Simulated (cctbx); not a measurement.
**Interatomic vectors of Cr3GaB3MoPb2**

Space group Amm2 (no. 38), a = 3.3150 Å, b = 9.2260 Å, c = 9.2880 Å, α = 90.00°, β = 90.00°, γ = 90.00°, content Pb4 Mo2 Ga2 Cr6 B6.

The data are simulated with cctbx, not measured: Cu Kα, λ = 1.54184 Å, to d = 0.8 Å, 95 % of the full sphere, strongest reflection 5000 counts, noise from counting, a 1.5 % proportional error and a noise floor of 2 counts (s.d.); no absorption, some extinction.

Patterson synthesis, origin scaled to 1000:

```text
Patterson group A m m m
      u       v       w   height  length (A)
  0.000   0.000   0.000   1000.0     0.00
  0.000   0.000   0.500    769.0     4.64
  0.500   0.251   0.075    259.0     2.93
  0.500   0.081   0.249    148.9     2.94
  0.000   0.259   0.147    106.7     2.75
  0.000   0.000   0.356     36.0     3.31
  0.500   0.000   0.376     15.4     3.87
  0.000   0.151   0.500     15.3     4.85
  0.500   0.136   0.000     14.8     2.08
  0.500   0.135   0.500     13.8     5.09
  0.500   0.000   0.144     12.8     2.13
  0.000   0.081   0.103     12.4     1.21
  0.500   0.142   0.123     11.9     2.40
  0.214   0.100   0.000     11.8     1.17
```

Q: Assign the vectors.

A peak at u stands for all pairs with xi − xj = u, with weight Σ ZiZj against Σ Z² = 35952 at the origin. Peak heights follow these weights only roughly, since form factors, motion and series ripples differ, all vectors within 0.55 Å of a peak are counted as merged into it though the farther ones add only part of their weight, and F(000) is left out, which lowers the whole map:

| u | v | w | shortest length (Å) | height | 1000 ΣZiZj/ΣZ² | pairs in the cell |
| --- | --- | --- | --- | --- | --- | --- |
| 0.000 | 0.000 | 0.500 | 4.61 | 769 | 748 | 4 × Pb–Pb |
| 0.500 | 0.251 | 0.075 | 2.93 | 259 | 301 | 2 × Pb–Mo, 2 × Pb–Cr |
| 0.500 | 0.081 | 0.249 | 2.94 | 149 | 219 | 4 × Pb–Cr |
| 0.000 | 0.259 | 0.147 | 2.75 | 107 | 164 | 2 × Pb–Ga, 2 × Pb–B |

The table stops at ten peaks or at a height of 45, below which ripples compete. In the model behind the data Pb, the heaviest element, has 1 independent site: (0, 0.2552, 0.7541), up to an allowed shift of origin; the Pb–Pb vectors are differences of these positions and their symmetry mates. The whole model:

| atom | mult. | x | y | z | Ueq (Å²) |
| --- | --- | --- | --- | --- | --- |
| Pb1 | 4 | 0 | 0.2552 | 0.7541 | 0.0111 |
| Mo1 | 2 | 1/2 | 1/2 | 0.1778 | 0.0143 |
| Ga1 | 2 | 0 | 1/2 | 0.3934 | 0.0195 |
| Cr1 | 4 | 1/2 | 0.8314 | 0.9971 | 0.0194 |
| Cr2 | 2 | 1/2 | 1/2 | 0.8288 | 0.0185 |
| B1 | 4 | 0 | 0.3896 | 0.9923 | 0.0315 |
| B2 | 2 | 0 | 1/2 | 0.6126 | 0.0304 |

This is a model crystal, built by substitution and not relaxed, with assumed displacement parameters.

[Logs are printed without paths, hosts, clocks, repeated set-up lines and the standing remarks that a program may print on its own settings, such as how far it seeks lower states.]
